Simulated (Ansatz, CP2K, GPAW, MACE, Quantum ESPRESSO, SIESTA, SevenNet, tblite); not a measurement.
**CP2K on (5,5) carbon nanotube bundle (80 atoms): settings against a plane-wave reference**

Wanted: CP2K inputs and outputs for (5,5) carbon nanotube bundle (80 atoms), checked against a plane-wave reference.

Method: the method is named at each step, in CP2K 2026.2.

## (1) The starting structure

The cell holds 80 atoms: 80 C. Its edges and angles: a = 10.081 Å, b = 10.081 Å, c = 9.840 Å, α = 90.0°, β = 90.0°, γ = 120.0°. It derives from C (graphene). Graphene sheet (a = 2.46 Å) rolled into a (5,5) tube of diameter 6.78 Å, 4 periods, hexagonal bundle with 3.3 Å between walls; not relaxed, displaced by a Gaussian of 0.02 Å. Then every atom was moved at random, 0.05 Å r.m.s. a Cartesian component. The structure's axis is c.

The yardstick, on the same geometry:

- method: Kohn-Sham DFT, PBE, SSSP efficiency 1.3.0 pseudopotentials, plane waves (Quantum ESPRESSO 7.5); sssp-pbe-1.3.0-efficiency, cutoffs 45/360 Ry, Γ point
- r.m.s. force component: 3.583 eV/Å
- longest force: 12.35 eV/Å
- pressure: 10.02 GPa
- time: 2.4 min on 2 MPI ranks of Arm Neoverse V1, shared host
- CPU time: 4.9 min

## (2) PBE, DZVP-UZH, 450/50 Ry, diagonalisation

Method: Kohn-Sham DFT, PBE, GTH-PBE pseudopotentials, Gaussian and plane waves, DZVP-MOLOPT (UZH set), diagonalisation.

File input.inp:

```
&GLOBAL
  PROJECT cell
  RUN_TYPE ENERGY_FORCE
  PRINT_LEVEL LOW
&END GLOBAL
&FORCE_EVAL
  METHOD QS
  STRESS_TENSOR ANALYTICAL
  &DFT
    BASIS_SET_FILE_NAME BASIS_MOLOPT_UZH
    POTENTIAL_FILE_NAME POTENTIAL_UZH
    &MGRID
      CUTOFF 450
      REL_CUTOFF 50
    &END MGRID
    &QS
      EPS_DEFAULT 1.0E-12
    &END QS
    &SCF
      SCF_GUESS ATOMIC
      EPS_SCF 5.0E-06
      MAX_SCF 200
      ADDED_MOS 36
      &DIAGONALIZATION
        ALGORITHM STANDARD
      &END DIAGONALIZATION
      &SMEAR ON
        METHOD FERMI_DIRAC
        ELECTRONIC_TEMPERATURE [K] 580
      &END SMEAR
      &MIXING
        METHOD BROYDEN_MIXING
        ALPHA 0.15
        NBROYDEN 12
      &END MIXING
      &PRINT
        &RESTART OFF
        &END RESTART
      &END PRINT
    &END SCF
    &XC
      &XC_FUNCTIONAL PBE
      &END XC_FUNCTIONAL
    &END XC
    &PRINT
      &MULLIKEN ON
      &END MULLIKEN
      &HIRSHFELD ON
        SHAPE_FUNCTION DENSITY
      &END HIRSHFELD
      &MO ON
        EIGENVALUES T
        OCCUPATION_NUMBERS T
        MO_INDEX_RANGE 149 172
        &EACH
          QS_SCF 0
        &END EACH
        ADD_LAST NUMERIC
      &END MO
    &END PRINT
  &END DFT
  &SUBSYS
    &CELL
      A 10.08135 0.00000 0.00000
      B -5.04067 8.73070 0.00000
      C 0.00000 0.00000 9.84000
    &END CELL
    &COORD
      C 3.31692 0.68615 1.22331
      C 3.14629 1.34313 9.80999
      C 2.29079 2.56752 0.06957
      C 1.68757 2.88017 1.19458
      C 0.40164 3.39816 1.23020
      C -0.39937 3.23795 2.51983
      C 8.39454 2.87659 0.03414
      C 7.78386 2.53409 1.15836
      C 7.01355 1.33274 1.28186
      C 6.77769 0.66545 2.50408
      C 1.68974 7.96921 9.74662
      C 1.89621 7.38216 1.25076
      C 2.81245 6.19836 1.32594
      C 3.27579 5.68517 2.43127
      C 4.65320 5.46935 2.49621
      C 5.33173 5.45704 1.19694
      C 6.63514 5.80015 1.19999
      C -2.77277 6.27598 2.41552
      C -1.95512 7.39551 2.46551
      C -1.68676 8.11632 1.24732
      C 3.30603 0.72020 3.62565
      C 3.19589 1.33859 2.42182
      C 2.26306 2.52719 2.54807
      C 1.64946 2.99769 3.75829
      C 0.43748 3.32369 3.72385
      C -0.24870 3.39188 4.85594
      C 8.30960 2.96119 2.39388
      C 7.82580 2.65090 3.74028
      C 6.93930 1.40599 3.62988
      C 6.69109 0.58758 4.96408
      C 1.61247 8.07581 2.47791
      C 1.94263 7.32270 3.69866
      C 2.79254 6.11987 3.75908
      C 3.33874 5.83350 4.99813
      C 4.66243 5.37794 4.92581
      C 5.34786 5.38789 3.62929
      C 6.72895 5.74821 3.67189
      C -2.65043 6.25354 5.00866
      C -1.90890 7.31144 4.99045
      C -1.65404 8.03085 3.75927
      C 3.31606 0.64904 6.15915
      C 3.04356 1.39586 4.89107
      C 2.33061 2.48877 4.87542
      C 1.68177 3.02274 6.10493
      C 0.41102 3.37389 6.16289
      C -0.46349 3.35599 7.45193
      C -1.64961 2.90470 4.90298
      C 7.76466 2.52143 6.09716
      C 6.95215 1.27145 6.18867
      C 6.74190 0.75905 7.39683
      C 1.73289 8.03364 4.92964
      C 1.98754 7.42144 6.11094
      C 2.79460 6.31291 6.12510
      C 3.38663 5.76715 7.34999
      C 4.76888 5.34249 7.34851
      C 5.28858 5.30774 6.17401
[... 20 atom lines left out ...]
      C -3.29650 5.80836 8.58993
      C -2.81365 6.24533 9.80920
      C -1.88062 7.32602 9.78706
      C -1.66957 8.06734 8.51760
    &END COORD
    &KIND C
      BASIS_SET DZVP-MOLOPT-PBE-GTH-q4
      POTENTIAL GTH-PBE-q4
    &END KIND
  &END SUBSYS
  &PRINT
    &FORCES ON
    &END FORCES
    &STRESS_TENSOR ON
    &END STRESS_TENSOR
  &END PRINT
&END FORCE_EVAL
```

Launch:

```console
OMP_NUM_THREADS=1 mpirun -np 4 cp2k.psmp -i input.inp > output.txt
```

Numbers of over 12 decimals in the logs are rounded to 6 here.

The program printed:

```text
CP2K| version string:                                       CP2K version 2026.2
 CP2K| Input file name                                                 input.inp
 GLOBAL| Basis set file name                                    BASIS_MOLOPT_UZH
 GLOBAL| Potential file name                                       POTENTIAL_UZH
 GLOBAL| Run type                                                   ENERGY_FORCE
 GLOBAL| Total number of message passing processes                             4
 GLOBAL| Number of threads for this process                                    1
 TOTAL NUMBERS AND MAXIMUM NUMBERS
  Total number of            - Atomic kinds:                                   1
                             - Atoms:                                         80
                             - Shell sets:                                    80
                             - Shells:                                       400
                             - Primitive Cartesian functions:                400
                             - Cartesian basis functions:                   1120
                             - Spherical basis functions:                   1040
  Maximum angular momentum of- Orbital basis functions:                        2
                             - Local part of the GTH pseudopotential:          2
                             - Non-local part of the GTH pseudopotential:      0
 SCF PARAMETERS         Density guess:                                    ATOMIC
                        max_scf:                                             200
                        eps_scf:                                        5.00E-06
                        added MOs                                        36    0
                        Mixing method:                            BROYDEN_MIXING
                                                charge density mixing in g-space
                        Smear method:                                FERMI_DIRAC
                        Electronic temperature [K]:                        580.0
                        Electronic temperature [a.u.]:                  1.84E-03
                        Accuracy threshold:                             1.00E-10
 Extrapolation method: initial_guess
 Number of electrons:                                                        320
 Number of occupied orbitals:                                                160
 Number of molecular orbitals:                                               196
 Number of orbital functions:                                               1040
 Number of independent orbital functions:                                   1040
 SCF WAVEFUNCTION OPTIMIZATION
  Step     Update method      Time    Convergence         Total energy    Change
     1 NoMix/Diag. 0.15E+00    3.4     0.75598067      -457.9905797971 -4.58E+02
     2 Broy./Diag. 0.15E+00    5.7     0.03476575      -414.9423007288  4.30E+01
     3 Broy./Diag. 0.15E+00    5.7     0.09553808      -441.0611415993 -2.61E+01
     4 Broy./Diag. 0.15E+00    5.7     0.04769290      -454.0585728985 -1.30E+01
[...]
16 Broy./Diag. 0.15E+00    5.8     0.00002455      -454.3576319642  1.17E-03
    17 Broy./Diag. 0.15E+00    5.8     0.00000486      -454.3572991708  3.33E-04
  *** SCF run converged in    17 steps ***
  Electronic density on regular grids:       -319.9999999999        0.0000000001
  Core density on regular grids:              319.9999999997       -0.0000000003
  Total charge density on r-space grids:       -0.0000000002
  Total charge density g-space grids:          -0.0000000002
  Overlap energy of the core charge distribution:               5.65673e-05
  Self energy of the core charge distribution:              -1066.537345
  Core Hamiltonian energy:                                    338.291850
  Hartree energy:                                             414.476017
  Exchange-correlation energy:                               -140.587871
  Electronic entropic energy:                                  -6.86003e-06
  Fermi energy:                                                 0.147462
  Total energy:                                              -454.357299
  Total energy (extrapolated to T->0):                       -454.357296
 MO| EIGENVALUES AND OCCUPATION NUMBERS
 MO|
 MO|  Index      Eigenvalue [a.u.]        Eigenvalue [eV]             Occupation
 MO|    149               0.050726               1.380317               2.000000
 MO|    150               0.055050               1.497992               2.000000
 MO|    151               0.058077               1.580364               2.000000
[...]
MO|    171               0.231438               6.297756               0.000000
 MO|    172               0.231530               6.300251               0.000000
 MO| Sum:                                                             320.000000
 MO| E(Fermi):            0.147462 a.u.          4.012656 eV
 !-----------------------------------------------------------------------------!
                     Mulliken Population Analysis
 #  Atom  Element  Kind  Atomic population                           Net charge
       1     C        1          3.969761                              0.030239
       2     C        1          4.011815                             -0.011815
       3     C        1          4.019960                             -0.019960
[...]
79     C        1          4.030208                             -0.030208
      80     C        1          4.008654                             -0.008654
 # Total charge                            320.000000                  0.000000
 !-----------------------------------------------------------------------------!
 !-----------------------------------------------------------------------------!
                           Hirshfeld Charges
  #Atom  Element  Kind  Ref Charge     Population                    Net charge
      1       C      1       4.000          4.018                        -0.018
      2       C      1       4.000          3.980                         0.020
      3       C      1       4.000          4.005                        -0.005
[...]
79       C      1       4.000          3.988                         0.012
     80       C      1       4.000          4.008                        -0.008
  Total Charge                                                           -0.000
 !-----------------------------------------------------------------------------!
 ENERGY| Total FORCE_EVAL ( QS ) energy [hartree]           -454.357267
 FORCES| Atomic forces [hartree/bohr]
 FORCES|   Atom     x               y               z               |f|
 FORCES|      1  2.03871042E-02  9.08980699E-02 -4.67538657E-02   1.04230596E-01
 FORCES|      2 -1.46600245E-02  2.32258162E-02  2.40275331E-02   3.64921526E-02
 FORCES|      3  2.96124688E-02 -5.51908162E-02 -1.31046160E-01   1.45244692E-01
[...]
FORCES|     79  8.93106072E-03  5.33373209E-02  3.90337542E-02   6.66953343E-02
 FORCES|     80 -1.51052457E-02 -1.67507628E-01  1.05237093E-01   1.98398134E-01
 FORCES| Sum     3.08630100E-05 -1.50486884E-05  1.42979580E-04
 FORCES| Total atomic force                                       1.47044716E-04
 STRESS| Analytical stress tensor [bar]
 STRESS|                        x                   y                   z
 STRESS|      x        1.05042348816E+05  -7.07156825719E+03   1.31318589336E+04
 STRESS|      y       -7.07156825719E+03   1.49800718460E+05  -2.77712627849E+03
 STRESS|      z        1.31318589336E+04  -2.77712627849E+03   6.39676075909E+04
 STRESS| 1/3 Trace                                             1.06270224956E+05
```

Elapsed: 1.9 min, on 4 MPI ranks of Arm Neoverse V1, shared host; peak memory 2.8 GiB.

Banners, paths, timers and routine set-up lines are dropped from the logs unmarked, and long logs keep their key lines alone; longer cuts are marked.

Against the reference:

- r.m.s. force component: 3.633 eV/Å
- r.m.s. difference of force components: 54.95 meV/Å
- longest difference of force vectors: 177.2 meV/Å
- force difference over r.m.s. force: 1.534 %
- slope of forces against the reference's: 1.014
- correlation of force components: 1
- pressure: 10.63 GPa
- pressure difference: 0.611 GPa

A closer look about C24, which bears the longest force: 13 atoms, nearest first, numbered in the order of the input, with positions taken from that point.

```
atom      x      y      z  distance (Å)  bonds  Hirshfeld charge (e)     Fx     Fy  Fz (eV/Å)
 C24   0.00   0.00   0.00          0.00      3                 -0.01  11.08  -4.39      -3.60
 C25  -1.21   0.33  -0.03          1.26      3                 -0.02  -9.49   2.38      -3.02
 C43   0.68  -0.51   1.12          1.40      3                  0.00  -4.41   5.71       3.25
 C23   0.61  -0.47  -1.21          1.44      3                  0.02   0.55  -0.65      -3.96
 C26  -1.90   0.39   1.10          2.23      3                  0.01  -3.49  -0.10       6.06
 C44   0.03   0.03   2.35          2.35      3                  0.00   5.31  -3.28       2.81
  C6  -2.05   0.24  -1.24          2.41      3                  0.02   3.41   2.11      -3.75
 C42   1.39  -1.60   1.13          2.41      3                  0.00   3.62  -4.86       0.28
  C4   0.04  -0.12  -2.56          2.57      3                 -0.01   0.73   1.12       6.66
 C22   1.55  -1.66  -1.34          2.63      3                 -0.01  -2.83   4.47       1.83
 C45  -1.24   0.38   2.40          2.73      3                  0.01  -5.83   1.20      -1.00
 C21   1.66  -2.28  -0.13          2.82      3                  0.00   1.17  -1.38       3.93
  C5  -1.25   0.40  -2.53          2.85      3                 -0.01  -3.73  -0.34       1.50
```

Forces lie 1.5 % from the reference's, at 1.5 times its CPU time (on 4 against 2 cores).

## (3) PBE+D3, DZVP-UZH, 450/50 Ry, diagonalisation

Method: Kohn-Sham DFT, PBE+D3, GTH-PBE pseudopotentials, Gaussian and plane waves, DZVP-MOLOPT (UZH set), diagonalisation.

Edit input.inp of step 2 so:

```diff
@@ -43,2 +43,10 @@
       &END XC_FUNCTIONAL
+      &VDW_POTENTIAL
+        POTENTIAL_TYPE PAIR_POTENTIAL
+        &PAIR_POTENTIAL
+          TYPE DFTD3
+          PARAMETER_FILE_NAME dftd3.dat
+          REFERENCE_FUNCTIONAL PBE
+        &END PAIR_POTENTIAL
+      &END VDW_POTENTIAL
     &END XC
```

The program printed:

```text
CP2K| version string:                                       CP2K version 2026.2
 CP2K| Input file name                                                 input.inp
 GLOBAL| Basis set file name                                    BASIS_MOLOPT_UZH
 GLOBAL| Potential file name                                       POTENTIAL_UZH
 GLOBAL| Run type                                                   ENERGY_FORCE
 GLOBAL| Total number of message passing processes                             4
 GLOBAL| Number of threads for this process                                    1
[... lines left out ...]
                        Smear method:                                FERMI_DIRAC
[... lines left out ...]
 Number of electrons:                                                        320
[... lines left out ...]
  Step     Update method      Time    Convergence         Total energy    Change
[... lines left out ...]
  *** SCF run converged in    17 steps ***
[... lines left out ...]
  Fermi energy:                                                 0.147462
  Total energy:                                              -454.557486
  Total energy (extrapolated to T->0):                       -454.557482
[... lines left out ...]
 MO| E(Fermi):            0.147462 a.u.          4.012656 eV
[... lines left out ...]
     80       C      1       4.000          4.008                        -0.008
  Total Charge                                                           -0.000
 !-----------------------------------------------------------------------------!
 ENERGY| Total FORCE_EVAL ( QS ) energy [hartree]           -454.557453
 FORCES| Atomic forces [hartree/bohr]
 FORCES|   Atom     x               y               z               |f|
 FORCES|      1  2.09729749E-02  9.11305387E-02 -4.69667076E-02   1.04644696E-01
 FORCES|      2 -1.40795180E-02  2.39392326E-02  2.41971939E-02   3.68350903E-02
 FORCES|      3  3.00280465E-02 -5.47482518E-02 -1.31239033E-01   1.45336639E-01
[...]
FORCES|     79  9.70246630E-03  5.27810227E-02  3.97347876E-02   6.67744529E-02
 FORCES|     80 -1.42613084E-02 -1.68147914E-01  1.06049518E-01   1.99307818E-01
 FORCES| Sum     3.08630100E-05 -1.50486884E-05  1.42979580E-04
 FORCES| Total atomic force                                       1.47044716E-04
 STRESS| Analytical stress tensor [bar]
 STRESS|                        x                   y                   z
 STRESS|      x        9.94681485352E+04  -7.22628218614E+03   1.30744734037E+04
 STRESS|      y       -7.22628218614E+03   1.44342793478E+05  -2.83498402206E+03
 STRESS|      z        1.30744734037E+04  -2.83498402206E+03   6.59226292905E+04
 STRESS| 1/3 Trace                                             1.03244523768E+05
```

Elapsed: 1.9 min, on 4 MPI ranks; peak memory 2.8 GiB.

Numbers from this run, and their distance from the reference:

| Item | Value |
| --- | --- |
| r.m.s. force component | 3.648 eV/Å |
| r.m.s. difference of force components | 75.65 meV/Å |
| longest difference of force vectors | 228.1 meV/Å |
| force difference over r.m.s. force | 2.111 % |
| slope of forces against the reference's | 1.018 |
| correlation of force components | 0.9999 |
| pressure | 10.32 GPa |
| pressure difference | 0.3085 GPa |

Against the first run (1.5 %), the force difference from the reference is 2.1 %, at 1.0 times the CPU time; the model has changed, so this is no error of the program alone.

[end of part 1 of 2]

[Also dropped from logs without a mark: logging warnings of Python, and SIESTA's first energy breakdown and zero terms.]

[Logs are printed without paths, hosts, clocks, repeated set-up lines and the standing remarks that a program may print on its own settings, such as how far it seeks lower states.]

[Hosts, paths, dates, database ids (printed as entryN), source tags and the programs' standing remarks are cut or masked in the printed files.]
